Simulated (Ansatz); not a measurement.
# Cs2InAgCl6 (Fm-3m): band gap by G0W0 on LDA

How far does one-shot GW move the LDA gap of Cs2InAgCl6 (Fm-3m)?

Program: Ansatz 0.2.0. Level of theory: LDA, then G0W0 on it, plane waves, PAW. Results are calculated unless marked as measured.

**What was measured.**

- Gap 3.3 eV: optical gap from absorption onset near 380 nm, assigned as direct at Gamma; diffuse reflectance with Kubelka-Munk analysis; powder (“Cs2InAgCl6: A new lead-free halide double perovskite with direct band gap”, 2016, arxiv:1611.05426).

In doubt: one-shot GW on d or f shells is unsure (step 3), so the values of those runs are not to be relied on.

## (1) The structure

Symmetry: Fm-3m, No. 225, cubic system. The conventional cell has a = 10.469 Å, b = 10.469 Å, c = 10.469 Å, α = 90.00°, β = 90.00°, γ = 90.00°. Nearest to Cs lie 12 Cl at 3.70 Å. Nearest to In lie 6 Cl at 2.51 Å. Ag has 6 Cl at 2.72 Å nearest. Nearest to Cl lie 1 In at 2.51 Å and 1 Ag at 2.72 Å and 4 Cs at 3.70 Å. Farther neighbours and most contacts between anions are not listed.

The cell and positions come from the Crystallography Open Database and are kept as given unless a step says otherwise. Spin-orbit coupling is left out unless a step names it. The default PAW set here is soft_2. Its files were made with PBE.

## (2) Bands along the symmetry lines

Levels along a band path and on the mesh show where this functional puts the band edges.

This step: DFT, LDA, plane waves, PAW.

input.yaml

```yaml
crystal:
  lattice:
    - [0.0, 5.2345, 5.2345]
    - [5.2345, 0.0, 5.2345]
    - [5.2345, 5.2345, 0.0]
  atoms:
    - { symbol: Cs, position: [0.25, 0.25, 0.25] }
    - { symbol: Cs, position: [0.75, 0.75, 0.75] }
    - { symbol: In, position: [0.0, 0.0, 0.0] }
    - { symbol: Ag, position: [0.5, 0.5, 0.5] }
    - { symbol: Cl, position: [0.76021, 0.23979, 0.23979] }
    - { symbol: Cl, position: [0.23979, 0.76021, 0.23979] }
    - { symbol: Cl, position: [0.23979, 0.76021, 0.76021] }
    - { symbol: Cl, position: [0.76021, 0.23979, 0.76021] }
    - { symbol: Cl, position: [0.23979, 0.23979, 0.76021] }
    - { symbol: Cl, position: [0.76021, 0.76021, 0.23979] }
kpoints:
  mp_grid: { grid: [4, 4, 4] }
  band_path:
    path:
      - [[0.0, 0.0, 0.0], [0.5, 0.0, 0.5], [0.625, 0.25, 0.625]]
      - [[0.375, 0.375, 0.75], [0.0, 0.0, 0.0], [0.5, 0.5, 0.5], [0.5, 0.25, 0.75], [0.5, 0.0, 0.5]]
    npoints: 10
hamiltonian:
  xc: lda
scf:
  occupations: { method: fermi_dirac, width: 0.02 }
  n_extra_bands: 7
output:
  eigenvalues: true
```

The run is started by

```sh
$ ansatz run input.yaml --threads 16 --pin off --max-ram 82944MiB --backend cuda --events-out ev --progress --plain --runs-dir out --devices 1 --max-vram 78GiB
```

Numbers of over 12 decimals in the logs are rounded to 6 here.

The program printed:

```text
scf.n_extra_bands = 7 over 46 filled bands (N_el = 92.0): the run solves 53 bands
GPUs: using 1 of 1 available (devices: 1).
Engine: ansatz 0.2.0, aarch64-unknown-linux-gnu
Pseudopotentials: kind: paw
Pseudopotential: Cs, paw, valence charge 9, recommended cutoff 420 eV (normal), Cs.paw.azcp
Pseudopotential: In, paw, valence charge 13, recommended cutoff 420 eV (normal), In.paw.azcp
Pseudopotential: Ag, paw, valence charge 19, recommended cutoff 420 eV (normal), Ag.paw.azcp
Pseudopotential: Cl, paw, valence charge 7, recommended cutoff 420 eV (normal), Cl.paw.azcp
Functional definition: SPW92
  exchange = slater_x
  correlation = pw_c
device memory: the entry about to start is reckoned to put 14.0 GiB on a device that reports 102.4 GiB free (of which the cap on the GPU budget leaves the run 78.0 GiB)
GPU FFT provider: cuFFT
GPU libraries: cuBLAS 13.8.1, cuFFT 12.4.0, cuSOLVER 12.3.2
GPU matrix products: emulated (plane waves: as basis.precision tells), large ones in fixed point in workspaces of 1.00 GiB
Crystal: 10 atoms, lattice volume = 286.850 Å³
Basis set: ecut = 420 eV, 5601 PW (Γ)
Bands: 53, of which v1, the nominal top of the filled ones, is band 46 counted from 1 (45 counted from 0)
Symmetry: 48 space group operations
Space group: Fm-3m (ITA 225), of the structure as read, at distance tolerance 6.6e-5 Å
k-points: 8 of 64
Non-local potential: Cs, projectors of the file, l = 0: 3, l = 1: 2, l = 2: 2, l = 3: 2
Non-local potential: In, projectors of the file, l = 0: 2, l = 1: 2, l = 2: 2, l = 3: 2
Non-local potential: Ag, projectors of the file, l = 0: 3, l = 1: 2, l = 2: 2, l = 3: 1
Non-local potential: Cl, projectors of the file, l = 0: 2, l = 1: 2, l = 2: 2
PAW form: soft (Blöchl's): semilocal exchange-correlation on the pseudo side does not see the compensation charge
PAW frozen core: Cs, regenerated for the run's functional, and the local potential with it (the file was generated under x = pbe(κ = 0.804, μ = 0.219515), c = pbe(β = 0.066725))
PAW frozen core: In, regenerated for the run's functional, and the local potential with it (the file was generated under x = pbe(κ = 0.804, μ = 0.219515), c = pbe(β = 0.066725))
PAW frozen core: Ag, regenerated for the run's functional, and the local potential with it (the file was generated under x = pbe(κ = 0.804, μ = 0.219515), c = pbe(β = 0.066725))
PAW frozen core: Cl, regenerated for the run's functional, and the local potential with it (the file was generated under x = pbe(κ = 0.804, μ = 0.219515), c = pbe(β = 0.066725))
PAW one-centre angular grid: Cs, 194 points (default); XC on 64 Gauss nodes
PAW one-centre angular grid: In, 590 points (default); XC on 64 Gauss nodes
PAW one-centre angular grid: Ag, 590 points (default); XC on 64 Gauss nodes
PAW one-centre angular grid: Cl, 110 points (default); XC on 64 Gauss nodes
Initial density: superposition of atomic densities (neutral atoms: chi_scale 0, normalization atom), corrected by the library's trained network
Initial wavefunctions: pseudopotential atomic-orbital guess
GPU buffer pool allocated for 125000 grid points (all kernels)
GPU transforms: local potential and band sums: pruned to the plane-wave sphere, on 50×50×50
Functional: x = slater, c = lda
SCF iter   1: F=—  HF=-30203.356803 eV  |F-HF|=—  |Δ(HF+E_count)|=         —  Δρ=7.55e-3  dr2=1.61e-1  ethr=1.77e-3  ⟨swp⟩=10.5  Hψ=1932  notcnv=0
preconditioner: auto → Resta (q_TF=auto, 2.257 Å⁻¹)  ε∞=3.8  [insulator: Δε(μ)=0.764 eV  Ē_g=12.075 eV  σ=0.020 eV  W_gap=1.00  n_scr=58 (ndim 8)  ℏωp=20.1 eV  f_vac=0.035  D(μ)=0.00/eV (n_scr^D=0)  ε∞_Penn≈3.8]
SCF iter   2: F=—  HF=-30203.313262 eV  |F-HF|=—  |Δ(HF+E_count)|=   4.35e-2  Δρ=3.36e-3  dr2=2.64e-2  ethr=1.75e-4  ⟨swp⟩=2.2  Hψ=722  notcnv=0  defer=15
SCF iter   3: F=—  HF=-30203.306065 eV  |F-HF|=—  |Δ(HF+E_count)|=   7.20e-3  Δρ=1.18e-3  dr2=3.23e-3  ethr=2.87e-5  ⟨swp⟩=2.0  Hψ=782  notcnv=0  defer=16
SCF iter   4: F=—  HF=-30203.305458 eV  |F-HF|=—  |Δ(HF+E_count)|=   6.07e-4  Δρ=3.27e-4  dr2=2.94e-4  ethr=3.52e-6  ⟨swp⟩=2.0  Hψ=770  notcnv=0  defer=16
SCF iter   5: F=—  HF=-30203.305451 eV  |F-HF|=—  |Δ(HF+E_count)|=   7.34e-6  Δρ=6.83e-5  dr2=1.52e-5  ethr=3.19e-7  ⟨swp⟩=2.5  Hψ=632  notcnv=0  defer=16
SCF iter   6: F=—  HF=-30203.305526 eV  |F-HF|=—  |Δ(HF+E_count)|=   7.57e-5  Δρ=1.83e-5  dr2=1.37e-6  ethr=1.65e-8  ⟨swp⟩=2.9  Hψ=812  notcnv=0  defer=16
SCF iter   7: F=—  HF=-30203.305526 eV  |F-HF|=—  |Δ(HF+E_count)|=  3.31e-10  Δρ=5.61e-6  dr2=1.50e-7  ethr=1.49e-9  ⟨swp⟩=2.0  Hψ=738  notcnv=0  defer=16
SCF iter   8: F=-30203.305526 eV  HF=-30203.305526 eV  |F-HF|=2.35e-9  |Δ(HF+E_count)|=   1.12e-8  Δρ=1.49e-6  dr2=9.08e-9  ethr=1.09e-10  ⟨swp⟩=10.8  Hψ=1474  notcnv=0
SCF 1 converged in 8 iterations: F = -30203.305526 eV  dr2 = 9.08e-9
  greatest PAW one-centre occupation: 1.002 electrons in one spin orbital (limit 2), on the Ag atom at site 3 (counted from 0), in its partial waves of l = 0
device memory: the entry about to start is reckoned to put 9.0 GiB on a device that reports 102.4 GiB free (of which the cap on the GPU budget leaves the run 78.0 GiB)
NSCF: frozen V_eff on 62 k-points, pencils in batches of 32, up to order 236
SCF converged after 8 iterations
Free energy (F): -30203.305526 eV
Harris-Foulkes:  -30203.305526 eV  (|F-HF|=2.35e-9)
Internal energy: -30203.305526 eV  (E = F + TS)
E sigma→0 (E₀):  -30203.305526 eV
Fermi energy:    4.339571 eV
--- Per-component energies (eV) ---
  E_band       = -695.638863
  E_kinetic    = 2022.627864
  E_local      = -7608.194290  (includes V_loc(G=0)·N_el)
  E_nonlocal   = 709.924442
  E_hartree    = 3127.995729
  E_xc         = -1374.287998
  E_vxc        = -1312.767185  (∫ρ·V_xc dr)
  E_paw        = -21350.320077  (= ΣΔE_a)
  E_vpaw       = -763.221774  (= ΣTr[D̂ρ^β])
  E_aug_tail   = 0.000893  (compensation charges beyond the density's cutoff)
  E_ewald      = -5733.745495
  E_core_change = 2.693407  (= ΣΔE_core)
  E_smearing   = -0.000000  (= −TS)
  E_closure    = -0.000000  (closes the sum)
  Σ components = -30203.305526   (vs F -30203.305526, Δ=0.00e0)
--- Band table (eV; the first three rows and the last of 8) ---
  k-point 0: bands = [... 42 lower, 2.9844, 2.9844, 3.8661, 3.8661, 4.7671, 8.7395, 8.8878, 8.8878, ... 3 higher]
  k-point 1: bands = [... 42 lower, 2.8175, 2.8900, 3.5598, 3.5598, 5.5510, 8.4966, 9.2608, 9.5409, ... 3 higher]
  k-point 2: bands = [... 42 lower, 2.7753, 2.7753, 3.3005, 3.3005, 6.6739, 7.4933, 9.9782, 10.2033, ... 3 higher]
  k-point 7: bands = [... 42 lower, 2.8379, 2.9072, 2.9992, 3.4143, 7.4790, 8.3680, 10.4412, 10.4412, ... 3 higher]
```

The job ended after 2.5 s (1 × NVIDIA GB200 (shared by 2 runs) with 16 threads of Arm Neoverse V2, shared host; peak memory 1.2 GiB).

The column dr2 measures how far the density is from self-consistency, as an energy; F and HF (Harris–Foulkes) agree once it is small.

Numbers from this step:

```
filled bands         : 46
gap                  : 0.9010 eV
valence top at       : Γ
conduction bottom at : Γ
least direct gap     : 0.9010 eV
```

Over mesh and path the gap is 0.901 eV, direct, at k = Γ.

Electronic bands along the path, in eV, zero at the top of the highest nominally filled band:

| point | band 43 | band 44 | band 45 | band 46 | band 47 | band 48 | band 49 | band 50 |
| --- | --- | --- | --- | --- | --- | --- | --- | --- |
| Γ | -0.88 | -0.88 | 0.00 | 0.00 | 0.90 | 4.87 | 5.02 | 5.02 |
| halfway | -1.02 | -0.89 | -0.88 | 0.00 | 2.02 | 5.29 | 5.54 | 5.58 |
| X | -0.95 | -0.95 | -0.90 | 0.00 | 3.47 | 5.44 | 6.25 | 6.27 |
| halfway | -0.96 | -0.96 | -0.93 | -0.08 | 3.50 | 5.04 | 6.31 | 6.43 |
| U | -1.02 | -0.99 | -0.97 | -0.28 | 3.52 | 4.47 | 6.42 | 6.74 |
| jump to K | -1.02 | -0.99 | -0.97 | -0.28 | 3.52 | 4.47 | 6.42 | 6.74 |
| halfway | -1.05 | -0.97 | -0.52 | -0.32 | 2.03 | 4.69 | 5.63 | 5.63 |
| Γ | -0.88 | -0.88 | 0.00 | 0.00 | 0.90 | 4.87 | 5.02 | 5.02 |
| halfway | -1.05 | -0.98 | -0.31 | -0.31 | 1.68 | 4.63 | 5.39 | 5.67 |
| L | -1.09 | -1.09 | -0.57 | -0.57 | 2.81 | 3.63 | 6.11 | 6.34 |
| halfway | -1.06 | -1.00 | -0.75 | -0.49 | 3.20 | 4.02 | 6.41 | 6.44 |
| W | -1.03 | -0.96 | -0.87 | -0.45 | 3.61 | 4.50 | 6.58 | 6.58 |
| halfway | -0.98 | -0.96 | -0.96 | -0.17 | 3.53 | 4.87 | 6.37 | 6.39 |
| X | -0.95 | -0.95 | -0.90 | 0.00 | 3.47 | 5.44 | 6.25 | 6.27 |

## (3) The quasiparticle correction

G0W0 replaces the xc potential by a self-energy built once from the orbitals of the start. Levels are corrected in the window of bands that the input names, at points of the mesh.

This step: G0W0 on LDA, plane waves, PAW.

Changes to input.yaml since step 2:

```diff
@@ -18,13 +18,12 @@
   mp_grid: { grid: [4, 4, 4] }
-  band_path:
-    path:
-      - [[0.0, 0.0, 0.0], [0.5, 0.0, 0.5], [0.625, 0.25, 0.625]]
-      - [[0.375, 0.375, 0.75], [0.0, 0.0, 0.0], [0.5, 0.5, 0.5], [0.5, 0.25, 0.75], [0.5, 0.0, 0.5]]
-    npoints: 10
 hamiltonian:
   xc: lda
+  pseudopotentials: { kind: paw, source: ansatz }
 scf:
-  occupations: { method: fermi_dirac, width: 0.02 }
-  n_extra_bands: 7
-output:
-  eigenvalues: true
+  occupations: { method: fixed }
+gw:
+  n_empty_bands: 2889
+  ecut_chi: 270.0
+  qp_bands: [v3, c3]
+  qp_kpoints: band_edges
+  screening: { model: contour_deformation }
```

The program printed:

```text
GPUs: using 1 of 1 available (devices: 1).
[...]
Crystal: 10 atoms, lattice volume = 286.850 Å³
Basis set: ecut = 710 eV, 12339 PW (Γ)
Bands: 60, of which v1, the nominal top of the filled ones, is band 50 counted from 1 (49 counted from 0)
Symmetry: 48 space group operations
[...]
k-points: 8 of 64
[...]
SCF iter   1: F=—  HF=-33630.510922 eV  |F-HF|=—  |Δ(HF+E_count)|=         —  Δρ=6.37e-2  dr2=1.32e1  ethr=3.10e-3  ⟨swp⟩=10.8  Hψ=2369  notcnv=0  defer=60
[...]
SCF iter   8: F=—  HF=-33625.296316 eV  |F-HF|=—  |Δ(HF+E_count)|=   1.51e-7  Δρ=1.95e-5  dr2=8.62e-7  ethr=1.22e-8  ⟨swp⟩=3.4  Hψ=1074  notcnv=0  defer=64
[...]
SCF 1 converged in 9 iterations: F = -33625.296316 eV  dr2 = 5.75e-8
[...]
SCF converged after 9 iterations
[...]
--- G₀W₀: contour deformation, 8 samples at zero and on the imaginary axis and 4 off it, 64 q-points, 2889 empty bands' worth ---
  eigenvalues of the whole cell's RPA ε∞ on this k-mesh (on a slab, of 1 + 4πα/V) = 3.7287, 3.7287, 3.7287; static W/v taken at q = 0 is 0.268191
  bands read: the sum over 2939 bands ends inside a degenerate multiplet in 2 slots, whose members it reads at an even weight; the widest, k=2: bands 2939 to 2940 (counted from 1) at 1/2 each
  gw.qp_kpoints: band_edges: 7 of 8 stored k-points solved, in 1 pass; an edge of the gap read off the rows below is read off those points alone
    valence top: of the k-points left out ik 5 came nearest to being solved in a further pass, in band 49 (counted from 1, as in the quasiparticle table): it holds the edge there only if its correction is more favourable than any solved in that band by at least 0.529 eV; those differ by 0.431 eV
    conduction bottom: of the k-points left out ik 5 came nearest to being solved in a further pass, in band 51 (counted from 1, as in the quasiparticle table): it holds the edge there only if its correction is more favourable than any solved in that band by at least 1.684 eV; those differ by 0.098 eV
    ik  band        ε_KS         Σx   Σc(E_QP)       V_xc       Z   E_QP_lin       E_QP  E_QP is
     0    48      3.2948   -21.2134     2.7796   -16.9949  0.7503     1.7989     1.8559  root
     0    49      4.1739   -28.2989     3.0966   -24.1439  0.7472     3.0882     3.1155  root
     0    50      4.1739   -28.2989     3.0966   -24.1439  0.7472     3.0882     3.1155  root
     0    51      5.0785   -10.2999    -3.7921   -14.8123  0.8026     5.8049     5.7988  root
     0    52      9.0510    -4.7726    -3.8099    -9.4227  0.8317     9.9021     9.8912  root
     0    53      9.1980    -6.2682    -4.0417   -11.1215  0.8128    10.0209    10.0097  root
     1    48      3.2004   -21.0947     2.8085   -16.8463  0.7493     1.7015     1.7605  root
     1    49      3.8677   -28.1229     3.2561   -23.7975  0.7422     2.7669     2.7984  root
     1    50      3.8677   -28.1229     3.2561   -23.7975  0.7422     2.7669     2.7984  root
     1    51      5.8618   -10.9445    -3.7984   -15.4323  0.7959     6.5576     6.5512  root
     1    52      8.8074    -8.3287    -4.4119   -13.5383  0.7856     9.6151     9.6052  root
     1    53      9.5723    -5.0295    -3.8583    -9.7332  0.8283    10.4294    10.4177  root
     2    48      3.0853   -21.0865     2.7100   -16.9985  0.7491     1.6532     1.7074  root
     2    49      3.6088   -27.6690     3.4153   -23.1296  0.7378     2.4458     2.4847  root
     2    50      3.6088   -27.6690     3.4153   -23.1296  0.7378     2.4458     2.4847  root
     2    51      6.9832   -11.5689    -4.0092   -16.3292  0.7846     7.7462     7.7343  root
     2    52      7.8057    -8.9434    -4.4735   -14.1831  0.7838     8.5805     8.5718  root
     2    53     10.2894    -5.0202    -3.9528    -9.8591  0.8251    11.1906    11.1755  root
     3    48      3.2860   -21.1888     2.7808   -16.9699  0.7502     1.7906     1.8480  root
     3    49      3.2985   -28.4264     3.5318   -23.8887  0.7295     2.2551     2.2926  root
     3    50      4.1720   -28.3004     3.0949   -24.1482  0.7473     3.0876     3.1148  root
     3    51      6.1979   -11.7766    -3.7020   -16.1312  0.7911     6.8567     6.8506  root
     3    52      9.4626    -9.5133    -4.6080   -14.9069  0.7739    10.2631    10.2482  root
     3    53      9.7194    -5.1610    -3.8550    -9.8579  0.8265    10.5732    10.5614  root
     4    48      3.1837   -24.6716     3.3829   -19.9270  0.7409     1.7646     1.8220  root
     4    49      3.2082   -26.1808     3.3358   -21.6990  0.7351     2.0158     2.0622  root
     4    50      3.8948   -28.0550     3.2258   -23.7578  0.7430     2.7924     2.8234  root
     4    51      7.2927   -12.6512    -3.9299   -17.2829  0.7774     8.0045     7.9945  root
     4    52      8.5479    -9.6442    -4.6178   -15.0305  0.7726     9.3285     9.3163  root
     4    53     10.4118    -5.3795    -3.9381   -10.1874  0.8218    11.2959    11.2816  root
     6    48      3.2223   -26.1944     3.6219   -21.2369  0.7380     1.8305     1.8868  root
     6    49      3.2773   -21.1646     2.7821   -16.9453  0.7502     1.7825     1.8400  root
     6    50      4.1702   -28.3027     3.0941   -24.1524  0.7473     3.0869     3.1140  root
     6    51      7.6482   -13.7082    -3.9197   -18.3095  0.7640     8.3284     8.3298  root
     6    52      9.6191   -10.9443    -5.1260   -16.8391  0.7556    10.4068    10.3879  root
     6    53     10.4222    -5.5596    -3.9188   -10.3451  0.8211    11.3030    11.2890  root
     7    48      3.2163   -26.2483     3.6361   -21.2791  0.7377     1.8268     1.8831  root
     7    49      3.3072   -26.3901     3.1180   -22.2229  0.7370     2.2216     2.2580  root
     7    50      3.7223   -28.1884     3.3621   -23.7576  0.7390     2.6198     2.6536  root
     7    51      7.7884   -13.7270    -3.9927   -18.4393  0.7655     8.5151     8.5080  root
     7    52      8.6800    -9.9542    -4.7113   -15.4028  0.7672     9.4309     9.4173  root
     7    53     10.7516    -7.0811    -4.3521   -12.2740  0.8009    11.6045    11.5924  root
```

Wall time 5.3 min (1 × NVIDIA GB200 (shared by 2 runs) with 16 threads); peak memory 24 GiB.

Numbers from this step:

| Quantity | Value |
| --- | --- |
| bands summed | 2939 |
| RPA ε∞ on this mesh (eigenvalues) | 3.729, 3.729, 3.729 |
| plane waves in the screening matrix | 2891 |
| q-points in the mesh | 64 |
| G0W0 gap over the corrected points | 2.683 eV |
| k of the valence top | 0, 0, 0 |
| k of the conduction bottom | 0, 0, 0 |
| starting gap on the mesh | 0.9047 eV |
| Z at the valence top | 0.7472 |
| Z at the conduction bottom | 0.8026 |
| least direct G0W0 gap over the corrected points | 2.683 eV |

Over 7 of 8 irreducible mesh points the G0W0 gap is 2.683 eV, direct, at k = Γ. The LDA gap of this run on the mesh is 0.905 eV. The two states that bound the G0W0 gap lie that far apart at the start, so the correction of the gap is 2.683 − 0.905 = +1.778 eV. The start of this run differs from the step before in files (soft_2 PAW and hard PAW) and plane-wave cutoff (420 eV and 710 eV).

Labels follow the order of the start: v1 is the top filled band, c1 the lowest empty one; levels that stay degenerate share a row, the window can cut a multiplet, doubted levels are not marked in this list, bands outside the window were not corrected, and the list may be a part of the corrected levels. The levels before and after the correction (eV, zero at the valence-band top of each column):

|  | conduction bottom | valence top |
| --- | --- | --- |
| Kohn-Sham | 0.90 | 0.00 |
| G0W0 | 2.68 | 0.00 |

|  | level | occupation | energy (eV) |
| --- | --- | --- | --- |
| Kohn-Sham | Γ v3 | 2 | -0.879 |
| Kohn-Sham | Γ v2-v1 | 2 | 0.000 |
| Kohn-Sham | Γ c1 | 0 | 0.905 |
| Kohn-Sham | Γ c2 | 0 | 4.877 |
| Kohn-Sham | Γ c3 | 0 | 5.024 |
| G0W0 | Γ v3 | 2 | -1.260 |
| G0W0 | Γ v2-v1 | 2 | 0.000 |
| G0W0 | Γ c1 | 0 | 2.683 |
| G0W0 | Γ c2 | 0 | 6.776 |
| G0W0 | Γ c3 | 0 | 6.894 |

The parts of the quasiparticle energy for the two states that bound the G0W0 gap, in eV on the run's own scale (QP = start + Σx + Σc − Vxc, with Σc at the quasiparticle energy):

| edge | k | band | start | Σx | Σc | Vxc | Z | QP |
| --- | --- | --- | --- | --- | --- | --- | --- | --- |
| valence top | Γ | 49 | 4.174 | −28.299 | 3.097 | −24.144 | 0.747 | 3.115 |
| conduction bottom | Γ | 51 | 5.079 | −10.300 | −3.792 | −14.812 | 0.803 | 5.799 |

(Continued in part 2 of 2.)

[Paths, hosts, dates, memory and timing lines, banners, echoed tables and standing remarks are left out of the program output.]

[Logs are printed without paths, hosts, clocks, repeated set-up lines and the standing remarks that a program may print on its own settings, such as how far it seeks lower states.]

[Runs of the session that timed out or met a known fault of the program may be left out.]

[Cells called generated may have been cut or substituted from an entry of the Crystallography Open Database or the Materials Project.]

[Hosts, paths, dates, database ids (printed as entryN), source tags and the programs' standing remarks are cut or masked in the printed files.]

[Where an RPA ε∞ is given, it is that of the G0W0 mesh and is not shown converged in it. Names of k-points follow the symmetry that the program found, which can be lower than the space group named. Band edges on a path are those of the sampled points; other points can move an edge, and change direct to indirect where valleys lie close.]

[Hybrid gaps are those of their k-mesh and are not shown converged in it.]
